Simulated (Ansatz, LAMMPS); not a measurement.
## Finding the fault: glassy 68SiO2-14MgO-11ZnO-7BaO (mol %) (75 atoms)

Program: Ansatz 0.2.0. The cell: 19 Si, 4 Mg, 3 Zn, 2 Ba and 47 O.

input.yaml reads:

```yaml
crystal:
  lattice:
    - [10.6753, 0.0, 0.0]
    - [0.0, 10.6753, 0.0]
    - [0.0, 0.0, 10.6753]
  atoms:
    - { symbol: si, position: [0.13354, 0.6836, 0.91204] }
    - { symbol: Si, position: [0.13498, 0.39178, 0.85974] }
    - { symbol: Si, position: [0.26686, 0.05212, 0.19227] }
    - { symbol: Si, position: [0.79076, 0.66389, 0.41093] }
    - { symbol: Si, position: [0.4182, 0.68334, 0.00841] }
    - { symbol: Si, position: [0.71924, 0.21651, 0.38978] }
    - { symbol: Si, position: [0.0523, 0.88659, 0.29958] }
    - { symbol: Si, position: [0.09544, 0.655, 0.44415] }
    - { symbol: Si, position: [0.30184, 0.33557, 0.10443] }
    - { symbol: Si, position: [0.93671, 0.19659, 0.96412] }
    - { symbol: Si, position: [0.70067, 0.05251, 0.96628] }
    - { symbol: Si, position: [0.41992, 0.0084, 0.66385] }
    - { symbol: Si, position: [0.19506, 0.3887, 0.35785] }
    - { symbol: Si, position: [0.4275, 0.97568, 0.95965] }
    - { symbol: Si, position: [0.6173, 0.44964, 0.52695] }
    - { symbol: Si, position: [0.68845, 0.89614, 0.70924] }
    - { symbol: Si, position: [0.94356, 0.33573, 0.22294] }
    - { symbol: Si, position: [0.25278, 0.77114, 0.6662] }
    [... 51 atom lines left out ...]
    - { symbol: O, position: [0.15576, 0.52068, 0.41965] }
    - { symbol: O, position: [0.7825, 0.07973, 0.43178] }
    - { symbol: O, position: [0.94758, 0.83972, 0.20926] }
    - { symbol: O, position: [0.58658, 0.18091, 0.33855] }
    - { symbol: O, position: [0.66718, 0.7549, 0.72817] }
    - { symbol: O, position: [0.3011, 0.91567, 0.62777] }
kpoints:
  mp_grid: { grid: [1, 1, 1] }
hamiltonian:
  xc: pbe
scf:
  occupations: { method: fixed }
  max_iter: 80
output:
  forces: true
```

Run with:

```sh
$ ansatz run input.yaml --threads 4 --pin off --max-ram 8192MiB --backend cpu --events-out ev --progress --plain --runs-dir out
```

The program printed:

```text
Error: YAML parse error: error: line 7 column 17: `si` is not an element symbol (H … Og, case-exact)
 --> <input>:7:17
  |
5 |     - [0.0, 0.0, 10.6753]
6 |   atoms:
7 |     - { symbol: si, position: [0.13354, 0.6836, 0.91204] }
  |                 ^ `si` is not an element symbol (H … Og, case-exact)
8 |     - { symbol: Si, position: [0.13498, 0.39178, 0.85974] }
9 |     - { symbol: Si, position: [0.26686, 0.05212, 0.19227] }
  |
```

The job ended after 0.02 s (4 threads of Arm Neoverse V2, shared host; peak memory 0.02 GiB).

What is at fault here, and what would mend it?

An unknown element: crystal.atoms[0].symbol = "si".

The fix is to type the element's symbol rightly.

The program refused it before any cycle.

[Logs are printed without paths, hosts, clocks, repeated set-up lines and the standing remarks that a program may print on its own settings, such as how far it seeks lower states.]

[Hosts, paths, dates, database ids (printed as entryN), source tags and the programs' standing remarks are cut or masked in the printed files.]
